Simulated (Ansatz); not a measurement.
# KSrCl3 (model cell, started as cubic perovskite with Sr in the octahedra): a soft mode frozen in

Which phase does KSrCl3 (model cell, started as cubic perovskite with Sr in the octahedra) fall into along its unstable mode, and how much energy does it gain?

Method: DFT PBEsol, scalar-relativistic, plane waves, PAW; PAW set soft_1, in Ansatz 0.2.0.

The structure was built from a prototype and need not be the compound's stable phase.

## Step 1: Set-up

It takes space group Pm-3m (No. 221, cubic). Conventional cell: a = 5.585 Å, b = 5.585 Å, c = 5.585 Å, α = 90.00°, β = 90.00°, γ = 90.00°. Nearest to K lie 12 Cl at 3.95 Å. Nearest to Sr lie 6 Cl at 2.79 Å. Nearest to Cl lie 2 Sr at 2.79 Å and 4 K at 3.95 Å. Farther neighbours and most contacts between anions are not listed.

As a file:

```cif
data_structure
_symmetry_space_group_name_H-M 'Pm-3m'
_symmetry_Int_Tables_number 221
_cell_length_a 5.5845
_cell_length_b 5.5845
_cell_length_c 5.5845
_cell_angle_alpha 90.000
_cell_angle_beta 90.000
_cell_angle_gamma 90.000
_cell_volume 174.17
loop_
_atom_site_label
_atom_site_type_symbol
_atom_site_symmetry_multiplicity
_atom_site_Wyckoff_symbol
_atom_site_fract_x
_atom_site_fract_y
_atom_site_fract_z
_atom_site_occupancy
K1 K 1 a 0.00000 0.00000 0.00000 1
Sr1 Sr 1 b 0.50000 0.50000 0.50000 1
Cl1 Cl 3 c 0.50000 0.50000 0.00000 1
```

## Step 2: Response at finite wavevector

The cell comes from relaxations at this level that are not shown. Stability and thermal properties need the whole zone. Linear response on a 2×2×2 q mesh gives force constants as far as a supercell of that size would, and the tensors from the zone-centre run are typed in so that the long-range dipole term is interpolated apart.

Input file input.yaml:

```yaml
crystal:
  lattice:
    - [5.5845481721, 0.0, 0.0]
    - [0.0, 5.5845481721, 0.0]
    - [0.0, 0.0, 5.5845481721]
  atoms:
    - { symbol: K, position: [0.0, 0.0, 0.0] }
    - { symbol: Sr, position: [0.5, 0.5, 0.5] }
    - { symbol: Cl, position: [0.5, 0.5, 0.0] }
    - { symbol: Cl, position: [0.5, 0.0, 0.5] }
    - { symbol: Cl, position: [0.0, 0.5, 0.5] }
kpoints:
  mp_grid: { grid: [4, 4, 4] }
hamiltonian:
  xc: pbesol
  pseudopotentials: { kind: paw, azcp: { folder: soft_1 }, xc_functional: pbe }
scf:
  occupations: { method: fixed }
output:
  eigenvalues: true
phonons:
  method: dfpt
  qmesh: [2, 2, 2]
  temperatures: { t_max: 1000, t_step: 50 }
  qpath:
    path:
      - [[0.0, 0.0, 0.0], [0.0, 0.5, 0.0], [0.5, 0.5, 0.0], [0.0, 0.0, 0.0], [0.5, 0.5, 0.5], [0.0, 0.5, 0.0]]
      - [[0.5, 0.5, 0.5], [0.5, 0.5, 0.0]]
    npoints: 10
  non_analytic_term:
    high_frequency_dielectric_tensor: [[2.4577, 0.0, 0.0], [0.0, 2.4577, 0.0], [0.0, 0.0, 2.4577]]
    born_effective_charges:
      - { species: K, tensor: [[1.2709, 0.0, 0.0], [0.0, 1.2709, 0.0], [0.0, 0.0, 1.2709]] }
      - { species: Sr, tensor: [[2.3821, 0.0, 0.0], [0.0, 2.3821, 0.0], [0.0, 0.0, 2.3821]] }
      - { species: Cl, tensor: [[-0.8663, 0.0, 0.0], [0.0, -0.8663, 0.0], [0.0, 0.0, -1.9205]] }
      - { species: Cl, tensor: [[-0.8663, 0.0, 0.0], [0.0, -1.9205, 0.0], [0.0, 0.0, -0.8663]] }
      - { species: Cl, tensor: [[-1.9205, 0.0, 0.0], [0.0, -0.8663, 0.0], [0.0, 0.0, -0.8663]] }
    source: "zone-centre run at this cell"
```

Launch:

```console
$ ansatz run input.yaml --threads 4 --pin off --max-ram 16384MiB --backend cpu --events-out ev --progress --plain --runs-dir out
```

Numbers of over 12 decimals in the logs are rounded to 6 here.

The program printed:

```text
Engine: ansatz 0.2.0, aarch64-unknown-linux-gnu
Pseudopotentials: kind: paw
Pseudopotential: K, paw, valence charge 9, recommended cutoff 420 eV (normal), soft_1/K.paw.azcp
Pseudopotential: Sr, paw, valence charge 10, recommended cutoff 420 eV (normal), soft_1/Sr.paw.azcp
Pseudopotential: Cl, paw, valence charge 7, recommended cutoff 420 eV (normal), soft_1/Cl.paw.azcp
Functional definition: PBEsol
  exchange = pbesol_x
  correlation = pbesol_c
Crystal: 5 atoms, lattice volume = 174.166 Å³
Basis set: ecut = 420 eV, 3407 PW (Γ), exchange–correlation on 80×80×80 points (8 copies of the dense FFT grid, shifted against one another)
Bands: 25, of which v1, the nominal top of the filled ones, is band 20 counted from 1 (19 counted from 0)
Symmetry: 48 space group operations
k-points: 10 of 64
Non-local potential: K, projectors of the file, l = 0: 3, l = 1: 2, l = 2: 2
Non-local potential: Sr, projectors of the file, l = 0: 3, l = 1: 2, l = 2: 2
Non-local potential: Cl, projectors of the file, l = 0: 2, l = 1: 2, l = 2: 1
PAW form: soft (Blöchl's): semilocal exchange-correlation on the pseudo side does not see the compensation charge
PAW frozen core: K, regenerated for the run's functional, and the local potential with it (the file was generated under x = pbe(κ = 0.804, μ = 0.219515), c = pbe(β = 0.066725))
PAW frozen core: Sr, regenerated for the run's functional, and the local potential with it (the file was generated under x = pbe(κ = 0.804, μ = 0.219515), c = pbe(β = 0.066725))
PAW frozen core: Cl, regenerated for the run's functional, and the local potential with it (the file was generated under x = pbe(κ = 0.804, μ = 0.219515), c = pbe(β = 0.066725))
PAW one-centre angular grid: K, 110 points (default); XC on 64 Gauss nodes
PAW one-centre angular grid: Sr, 110 points (default); XC on 64 Gauss nodes
PAW one-centre angular grid: Cl, 110 points (default); XC on 64 Gauss nodes
Initial density: superposition of atomic densities (chi_scale 0.1, normalization cell, long waves kept (reshape's long-wave potential 0.01 eV rms))
Initial wavefunctions: pseudopotential atomic-orbital guess
Functional: x = pbesol(κ = 0.804, μ = 0.123457), c = pbesol(β = 0.046)
SCF iter   1: F=—  HF=-8203.793689 eV  |F-HF|=—  |Δ(HF+E_count)|=         —  Δρ=4.10e-2  dr2=5.37e0  ethr=3.10e-3  ⟨swp⟩=7.4  Hψ=1366  notcnv=0  defer=24
preconditioner: auto → Resta (q_TF=auto, 2.135 Å⁻¹)  ε∞=2.8  [insulator: Δε(μ)=3.355 eV  Ē_g=11.464 eV  n_scr=26 (ndim 8)  ℏωp=15.4 eV  f_vac=0.002  ε∞_Penn≈2.8]
SCF iter   2: F=—  HF=-8201.879643 eV  |F-HF|=—  |Δ(HF+E_count)|=    1.91e0  Δρ=1.37e-2  dr2=7.73e-1  ethr=3.10e-3  ⟨swp⟩=4.4  Hψ=708  notcnv=0  defer=24
SCF iter   3: F=—  HF=-8201.580886 eV  |F-HF|=—  |Δ(HF+E_count)|=   2.99e-1  Δρ=5.26e-3  dr2=8.13e-2  ethr=1.93e-3  ⟨swp⟩=3.8  Hψ=553  notcnv=0  defer=25
SCF iter   4: F=—  HF=-8201.579660 eV  |F-HF|=—  |Δ(HF+E_count)|=   1.23e-3  Δρ=1.27e-3  dr2=4.50e-3  ethr=2.03e-4  ⟨swp⟩=4.6  Hψ=585  notcnv=0  defer=24
SCF iter   5: F=—  HF=-8201.582639 eV  |F-HF|=—  |Δ(HF+E_count)|=   2.98e-3  Δρ=3.27e-4  dr2=2.46e-4  ethr=1.13e-5  ⟨swp⟩=3.8  Hψ=481  notcnv=0  defer=25
SCF iter   6: F=—  HF=-8201.583191 eV  |F-HF|=—  |Δ(HF+E_count)|=   5.52e-4  Δρ=5.82e-5  dr2=1.09e-5  ethr=6.16e-7  ⟨swp⟩=2.3  Hψ=417  notcnv=0  defer=24
SCF iter   7: F=—  HF=-8201.583225 eV  |F-HF|=—  |Δ(HF+E_count)|=   3.43e-5  Δρ=1.65e-5  dr2=1.42e-6  ethr=2.73e-8  ⟨swp⟩=2.1  Hψ=391  notcnv=0  defer=24
SCF iter   8: F=—  HF=-8201.583228 eV  |F-HF|=—  |Δ(HF+E_count)|=   2.57e-6  Δρ=3.23e-6  dr2=2.14e-8  ethr=3.54e-9  ⟨swp⟩=2.0  Hψ=389  notcnv=0  defer=21
SCF iter   9: F=—  HF=-8201.583228 eV  |F-HF|=—  |Δ(HF+E_count)|=   3.93e-8  Δρ=6.41e-7  dr2=4.09e-10  ethr=5.36e-11  ⟨swp⟩=2.0  Hψ=432  notcnv=0  defer=21
SCF iter  10: F=—  HF=-8201.583228 eV  |F-HF|=—  |Δ(HF+E_count)|=  9.82e-10  Δρ=1.06e-7  dr2=1.28e-11  ethr=1.02e-12  ⟨swp⟩=2.3  Hψ=444  notcnv=0  defer=21
SCF iter  11: F=-8201.583228 eV  HF=-8201.583228 eV  |F-HF|=0.00e0  |Δ(HF+E_count)|=  1.64e-11  Δρ=2.86e-8  dr2=1.38e-12  ethr=1.00e-12  ⟨swp⟩=18.7  Hψ=2222  notcnv=0
SCF 1 converged in 11 iterations: F = -8201.583228 eV  dr2 = 1.38e-12
  greatest PAW one-centre occupation: 0.987 electrons in one spin orbital (limit 2), on the Sr atom at site 1 (counted from 0), in its partial waves of l = 0
NSCF: frozen V_eff on 10 k-points
NSCF: frozen V_eff on 27 k-points
DFPT response loops at q = (0, 0, 0) (fractional): preconditioner auto → none (the input reference at scf.mixing.eps_inf says where Resta's filter doesn't serve); β = 0.50; Broyden in place of MSR1
NSCF: frozen V_eff on 54 k-points
DFPT response loops at q = (0, 0, -0.5) (fractional): preconditioner auto → Resta (q_TF=auto, 2.135 Å⁻¹)  ε∞=3.7 (no band partly filled); β = 1.00, the filter's whole step (`scf.mixing.beta` (0.50) is not read by the response loops at its default; to damp them type it under 1.00, their step now; it binds the ground state too); Broyden in place of MSR1
NSCF: frozen V_eff on 54 k-points
DFPT response loops at q = (0, -0.5, -0.5) (fractional): mixed as the last ones told, above
NSCF: frozen V_eff on 54 k-points
DFPT response loops at q = (-0.5, -0.5, -0.5) (fractional): preconditioner auto → none (the input reference at scf.mixing.eps_inf says where Resta's filter doesn't serve); β = 0.50; Broyden in place of MSR1
SCF converged after 11 iterations
Free energy (F): -8201.583228 eV
Harris-Foulkes:  -8201.583228 eV  (|F-HF|=0.00e0)
Internal energy: -8201.583228 eV  (E = F + TS)
E sigma→0 (E₀):  -8201.583228 eV
Fermi energy:    0.787137 eV
--- Per-component energies (eV) ---
  E_band       = -334.480874
  E_kinetic    = 946.454290
  E_local      = -2315.873889  (includes V_loc(G=0)·N_el)
  E_nonlocal   = 342.979612
  E_hartree    = 721.834073
  E_xc         = -627.667865
  E_vxc        = -668.830890  (∫ρ·V_xc dr)
  E_paw        = -5327.253206  (= ΣΔE_a)
  E_vpaw       = -82.878419  (= ΣTr[D̂ρ^β])
  E_aug_tail   = 0.000304  (compensation charges beyond the density's cutoff)
  E_ewald      = -1942.534077
  E_core_change = 0.477530  (= ΣΔE_core)
  E_smearing   = -0.000000  (= −TS)
  E_closure    = -0.000000  (closes the sum)
  Σ components = -8201.583228   (vs F -8201.583228, Δ=0.00e0)
--- Band table (eV; the first three rows and the last of 10) ---
  k-point 0: bands = [... 16 lower, 0.3464, 0.5739, 0.5739, 0.5739, 5.2478, 6.7541, 6.7541, 6.7541, ... 1 higher]
  k-point 1: bands = [... 16 lower, 0.2406, 0.2926, 0.5271, 0.5271, 5.8089, 6.8608, 7.2702, 7.2702, ... 1 higher]
  k-point 2: bands = [... 16 lower, 0.0628, 0.2406, 0.5032, 0.5032, 6.9004, 6.9875, 7.1338, 7.9916, ... 1 higher]
  k-point 9: bands = [... 16 lower, -0.5877, 0.7871, 0.7871, 0.7871, 6.8588, 8.0472, 8.0472, 8.0472, ... 1 higher]
--- Phonons (Γ-DFPT): 4 representative perturbations + reference (Σ response iterations 12) ---
  ASR residual: 1.259e-4 → 0.000e0 eV/Å²; symmetrization residual: 5.217e-6 eV/Å²
  ASR residual per site (eV/Å²): 2.34e-5 1.26e-4 2.29e-5 2.29e-5 2.29e-5
  Γ frequencies (cm⁻¹): -65.77 -65.77 -65.77 -33.53 -33.53 -33.53 0.00 0.00 0.00 76.00 76.00 76.00 250.15 250.15 250.15
--- Phonons (arbitrary-q DFPT): 4 irreducible q on the 2×2×2 mesh ---
  q = [0.0000, 0.0000, 0.0000] (star 1, of the zone-centre solve; hermiticity 1.66e-6, symmetrization 4.99e-13): -65.77 -65.77 -65.77 -33.53 -33.53 -33.53 -0.00 -0.00 -0.00 76.00 76.00 76.00 250.15 250.15 250.15
  q = [0.0000, 0.0000, -0.5000] (star 3, 9 solved perturbations in 216 linear systems a pass and spin channel, the states on 27 of 64 k-point pairs; hermiticity 9.23e-7, symmetrization 2.88e-13): -58.99 -58.99 -31.99 -31.99 -21.46 47.23 47.23 56.59 61.09 61.09 67.34 165.97 249.88 249.88 259.38
  q = [0.0000, -0.5000, -0.5000] (star 3, 9 solved perturbations in 216 linear systems a pass and spin channel, the states on 27 of 64 k-point pairs; hermiticity 1.14e-6, symmetrization 8.30e-14): -66.42 -64.52 -64.52 -42.68 24.33 24.33 55.80 67.82 67.82 86.41 163.17 163.17 229.46 249.64 266.00
  q = [-0.5000, -0.5000, -0.5000] (star 1, 4 solved perturbations in 81 linear systems a pass and spin channel, the states on 27 of 64 k-point pairs; hermiticity 1.12e-6, symmetrization 2.63e-13): -66.73 -66.73 -66.73 -62.72 -62.72 -62.72 94.29 94.29 94.29 158.15 158.15 158.15 229.19 229.19 271.81
  sum rule: each row above includes the acoustic sum rule's correction from the zone centre's row sums; it moved no ω² by more than (0.63 cm⁻¹)²
  mesh force constants: q→R imaginary residual 4.26e-18; ASR residual 1.259e-4 → 0.000e0 eV/Å²; symmetrization residual 4.441e-15 eV/Å²
  interpolated dispersion: 63 rows × 15 modes
  density of states and harmonic sums: on the 12×12×12 q-mesh, interpolated from the force constants of a 2×2×2 supercell (with the dipole–dipole term of supplied tensors)
  largest difference from the sums on the solved wave vectors: F 5.40e-2 eV, S 6.03e-5 and C_V 1.95e-5 eV/K
  zero-point energy: 0.082370 eV/cell   skipped modes (ω ≤ 0): 447, of them read as no rigid motion or as one in doubt: 444 (5.322e0 modes/cell left out, lowest -67.19 cm⁻¹)   left out of the sums: 3.55e-1 of the cell's modes: C_V's classical limit lies that fraction below 3 k_B per atom; for a crystal, a wire or a layer, F and S can be off by more, and a phonons.interpolated_qmesh denser along its periods is the remedy for the sampling
```

Wall time 76 s (4 threads of Arm Neoverse V1, shared host); peak memory 0.76 GiB; 4.8 min of CPU time.

This step gave:

| Quantity | Value |
| --- | --- |
| gap on the k-mesh | 4.461 eV |
| volume per atom | 34.83 Å³ |
| sum-rule residual before enforcement | 1.26e-4 eV/Å² |
| lowest frequency on the path | -67.20 cm⁻¹ |
| point group | m-3m |
| highest frequency on the path or at a solved wavevector | 287.8 cm⁻¹ |
| highest optical mode at the zone centre (no LO-TO term) | 250.2 cm⁻¹ |
| lowest optical zone-centre mode | -65.77 cm⁻¹ |
| lowest mode on the q mesh (acoustic modes at Γ apart) | -66.73 cm⁻¹ |

Frequencies (cm⁻¹) solved at each irreducible wavevector; negative means imaginary. Frequencies by wavevector, by row:

| q in reciprocal lattice units | star | mode 1 | mode 2 | mode 3 | mode 4 | mode 13 | mode 14 | mode 15 |
| --- | --- | --- | --- | --- | --- | --- | --- | --- |
| 0 0 0 | 1 | -65.8 | -65.8 | -65.8 | -33.5 | 250.2 | 250.2 | 250.2 |
| 0 0 -0.5 | 3 | -59 | -59 | -32 | -32 | 249.9 | 249.9 | 259.4 |
| 0 -0.5 -0.5 | 3 | -66.4 | -64.5 | -64.5 | -42.7 | 229.5 | 249.6 | 266 |
| -0.5 -0.5 -0.5 | 1 | -66.7 | -66.7 | -66.7 | -62.7 | 229.2 | 229.2 | 271.8 |

Interpolated from a 2×2×2 q mesh, with the LO-TO term (at Γ the limit along the path; where Γ stands inside the path, tables give the limit on arrival). Phonon branches along the path, in cm⁻¹:

| point | branch 1 | branch 2 | branch 3 | branch 4 | branch 12 | branch 13 | branch 14 | branch 15 |
| --- | --- | --- | --- | --- | --- | --- | --- | --- |
| Γ | -66 | -66 | -34 | -34 | 92 | 250 | 250 | 288 |
| halfway | -63 | -63 | -30 | -30 | 124 | 250 | 250 | 277 |
| X | -59 | -59 | -32 | -32 | 166 | 250 | 250 | 259 |
| halfway | -65 | -53 | -51 | -51 | 164 | 237 | 250 | 268 |
| M | -66 | -64 | -64 | -43 | 163 | 230 | 250 | 266 |
| halfway | -66 | -59 | -46 | -39 | 124 | 241 | 250 | 277 |
| Γ | -66 | -66 | -34 | -34 | 92 | 250 | 250 | 288 |
| halfway | -63 | -63 | -50 | -38 | 125 | 241 | 241 | 278 |
| R | -67 | -67 | -67 | -63 | 158 | 229 | 229 | 272 |
| halfway | -63 | -60 | -56 | -53 | 162 | 235 | 242 | 273 |
| X | -59 | -59 | -32 | -32 | 166 | 250 | 250 | 259 |
| jump to R | -67 | -67 | -67 | -63 | 158 | 229 | 229 | 272 |
| halfway | -67 | -64 | -64 | -55 | 161 | 229 | 239 | 272 |
| M | -66 | -64 | -64 | -43 | 163 | 230 | 250 | 266 |

Symmetry leaves 4 wavevectors to solve. The lowest mode among them, the acoustic zeros apart, lies at q = (-0.5, -0.5, -0.5) and is imaginary, 66.7i cm⁻¹, so the energy falls along it.

## Step 3: The mode frozen in, largest atomic shift 0 Å

The mode followed lies at q = (-0.5, -0.5, -0.5) with frequency 66.7i cm⁻¹ and is 3-fold degenerate, the softest among the wavevectors solved. At small amplitude the distorted cell has space group no. 74 by a symmetry search on the positions. The undistorted cell that holds it gives the zero of energy on the same k mesh.

System of this step: KSrCl3 (model cell, started as cubic perovskite with Sr in the octahedra). It takes space group Pm-3m (No. 221, cubic). The conventional cell has a = 5.585 Å, b = 5.585 Å, c = 5.585 Å, α = 90.00°, β = 90.00°, γ = 90.00°. Nearest to K lie 12 Cl at 3.95 Å. Nearest to Sr lie 6 Cl at 2.79 Å. Nearest to Cl lie 2 Sr at 2.79 Å and 4 K at 3.95 Å. Farther neighbours and most contacts between anions are not listed.

Input file input.yaml:

```yaml
crystal:
  lattice:
    - [5.5845481721, 5.5845481721, 0.0]
    - [5.5845481721, 0.0, 5.5845481721]
    - [5.5845481721, 0.0, -5.5845481721]
  atoms:
    - { symbol: K, position: [0.0, 0.0, 0.0] }
    - { symbol: K, position: [0.0, 0.5, 0.5] }
    - { symbol: Sr, position: [0.5, 0.25, 0.75] }
    - { symbol: Sr, position: [0.5, 0.75, 0.25] }
    - { symbol: Cl, position: [0.5, 0.0, 0.0] }
    - { symbol: Cl, position: [0.5, 0.5, 0.5] }
    - { symbol: Cl, position: [0.0, 0.5, 0.0] }
    - { symbol: Cl, position: [0.0, 0.0, 0.5] }
    - { symbol: Cl, position: [0.5, 0.0, 0.5] }
    - { symbol: Cl, position: [0.5, 0.5, 0.0] }
kpoints:
  mp_grid: { grid: [4, 4, 4] }
hamiltonian:
  xc: pbesol
  pseudopotentials: { kind: paw, azcp: { folder: soft_1 }, xc_functional: pbe }
scf:
  occupations: { method: gaussian, width: 0.02 }
output:
  forces: true
  stress: true
  eigenvalues: true
```

The program printed:

```text
[...]
Crystal: 10 atoms, lattice volume = 348.333 Å³
Basis set: ecut = 420 eV, 6855 PW (Γ), exchange–correlation on 108×108×108 points (8 copies of the dense FFT grid, shifted against one another)
Bands: 50, of which v1, the nominal top of the filled ones, is band 40 counted from 1 (39 counted from 0)
Symmetry: 96 space group operations
[...]
k-points: 8 of 64
[...]
k-point 0: bands = [... 36 lower, 0.5737, 0.7869, 0.7869, 0.7869, 5.2478, 6.7542, 6.7542, 6.7542, ... 5 higher]
  k-point 1: bands = [... 36 lower, 0.4825, 0.6772, 0.6772, 0.7171, 5.6798, 7.0422, 7.0542, 7.0542, ... 5 higher]
  k-point 2: bands = [... 36 lower, 0.4881, 0.4881, 0.5566, 0.5566, 6.5986, 6.5986, 7.6125, 7.6125, ... 5 higher]
  k-point 7: bands = [... 36 lower, 0.3623, 0.3623, 0.5943, 0.5943, 7.1889, 7.1889, 7.4815, 7.4815, ... 5 higher]
[key lines of the parts left out:]
SCF converged after 8 iterations
Free energy (F): -16403.167511 eV
Fermi energy:    3.017413 eV
P = ⅓ Tr σ = -0.0020 GPa (-0.020 kbar)
```

The job ended after 3.3 s (4 threads; peak memory 0.74 GiB; 12 s of CPU time).

This step gave:

```
pressure                         : -0.001958 GPa
energy from the undistorted cell : 0 meV/atom
```

At this level the gap is 4.46 eV on the k-mesh of the self-consistent run, which can miss the band edges.

## Step 4: The mode frozen in, largest atomic shift 0.6 Å

The atoms are moved along the unstable eigenvector, the largest shift by 0.6 Å, with the cell fixed.

input.yaml, the sections that differ from step 3:

```yaml
crystal:
  lattice:
    - [5.5845481721, 5.5845481721, 0.0]
    - [5.5845481721, 0.0, 5.5845481721]
    - [5.5845481721, 0.0, -5.5845481721]
  atoms:
    - { symbol: K, position: [0.0, 0.0, 0.0] }
    - { symbol: K, position: [0.0, 0.5, 0.5] }
    - { symbol: Sr, position: [0.5, 0.25, 0.75] }
    - { symbol: Sr, position: [0.5, 0.75, 0.25] }
    - { symbol: Cl, position: [0.4240289356, 0.0759710644, 0.0759710644] }
    - { symbol: Cl, position: [0.5759710644, 0.4240289356, 0.4240289356] }
    - { symbol: Cl, position: [0.0, 0.5379855322, -0.0379855322] }
    - { symbol: Cl, position: [0.0, -0.0379855322, 0.5379855322] }
    - { symbol: Cl, position: [0.5, -0.0379855322, 0.5379855322] }
    - { symbol: Cl, position: [0.5, 0.5379855322, -0.0379855322] }
# kpoints, hamiltonian, scf, output: as in step 3
```

The program printed:

```text
[...]
Crystal: 10 atoms, lattice volume = 348.333 Å³
Basis set: ecut = 420 eV, 6855 PW (Γ), exchange–correlation on 108×108×108 points (8 copies of the dense FFT grid, shifted against one another)
Bands: 50, of which v1, the nominal top of the filled ones, is band 40 counted from 1 (39 counted from 0)
Symmetry: 8 space group operations
[...]
k-points: 18 of 64
[...]
k-point 0: bands = [... 36 lower, 0.5238, 0.5245, 0.6254, 0.6724, 5.3405, 6.7516, 6.8609, 6.9273, ... 5 higher]
  k-point 1: bands = [... 36 lower, 0.4431, 0.5236, 0.5920, 0.6108, 5.7837, 6.9542, 7.0777, 7.1336, ... 5 higher]
  k-point 2: bands = [... 36 lower, 0.4660, 0.4683, 0.5062, 0.5219, 6.7009, 6.7030, 7.4586, 7.4901, ... 5 higher]
  k-point 17: bands = [... 36 lower, 0.3262, 0.3262, 0.4950, 0.4950, 7.2657, 7.2657, 7.3469, 7.3469, ... 5 higher]
[key lines of the parts left out:]
SCF converged after 9 iterations
Free energy (F): -16403.493662 eV
Fermi energy:    3.011640 eV
P = ⅓ Tr σ = -0.7494 GPa (-7.494 kbar)
```

Wall time 7.2 s (4 threads); peak memory 0.83 GiB.

This step gave:

- pressure: -0.7494 GPa
- gap on the k-mesh: 4.658 eV
- energy from the undistorted cell: -32.62 meV/atom

The energy, extrapolated to zero smearing, is -32.62 meV/atom against the undistorted cell.

The run ends at a pressure of -0.75 GPa, with forces up to 0.17 eV/Å.

## Step 5: Energy along the mode, all amplitudes (two of the runs are shown above)

An imaginary frequency means negative curvature, so the energy should fall and then rise again as anharmonic terms take over.

Numbers from this step:

```
depth at the lowest point sampled  : 32.62 meV/atom
largest atomic shift at that point : 0.6 Å
```

Table of energy from the parent by largest atomic shift:

| largest atomic shift (Å) | energy from the parent (meV/atom) |
| --- | --- |
| 0.000 | 0 |
| 0.040 | -0.185 |
| 0.080 | -0.739 |
| 0.140 | -2.25 |
| 0.220 | -5.44 |
| 0.320 | -11.1 |
| 0.450 | -20.6 |
| 0.600 | -32.6 |

Displacement at unit largest shift by atom:

| atom | x (Å) | y (Å) | z (Å) | size |
| --- | --- | --- | --- | --- |
| K1 | 0.000 | 0.000 | 0.000 | 0.000 |
| K2 | 0.000 | 0.000 | 0.000 | 0.000 |
| Sr3 | 0.000 | 0.000 | 0.000 | 0.000 |
| Sr4 | 0.000 | 0.000 | 0.000 | 0.000 |
| Cl5 | 0.707 | -0.707 | 0.000 | 1.000 |
| Cl6 | -0.707 | 0.707 | 0.000 | 1.000 |
| Cl7 | 0.000 | 0.000 | 0.707 | 0.707 |
| Cl8 | 0.000 | 0.000 | -0.707 | 0.707 |
| Cl9 | 0.000 | 0.000 | -0.707 | 0.707 |
| Cl10 | 0.000 | 0.000 | 0.707 | 0.707 |

The lowest of the steps tried is the last one, at 0.6 Å, 32.6 meV/atom below the parent; the bottom of the well need not coincide with a step.

[end of part 1 of 3]

[Logs are printed without paths, hosts, clocks, repeated set-up lines and the standing remarks that a program may print on its own settings, such as how far it seeks lower states.]

[Hosts, paths, dates, database ids (printed as entryN), source tags and the programs' standing remarks are cut or masked in the printed files.]
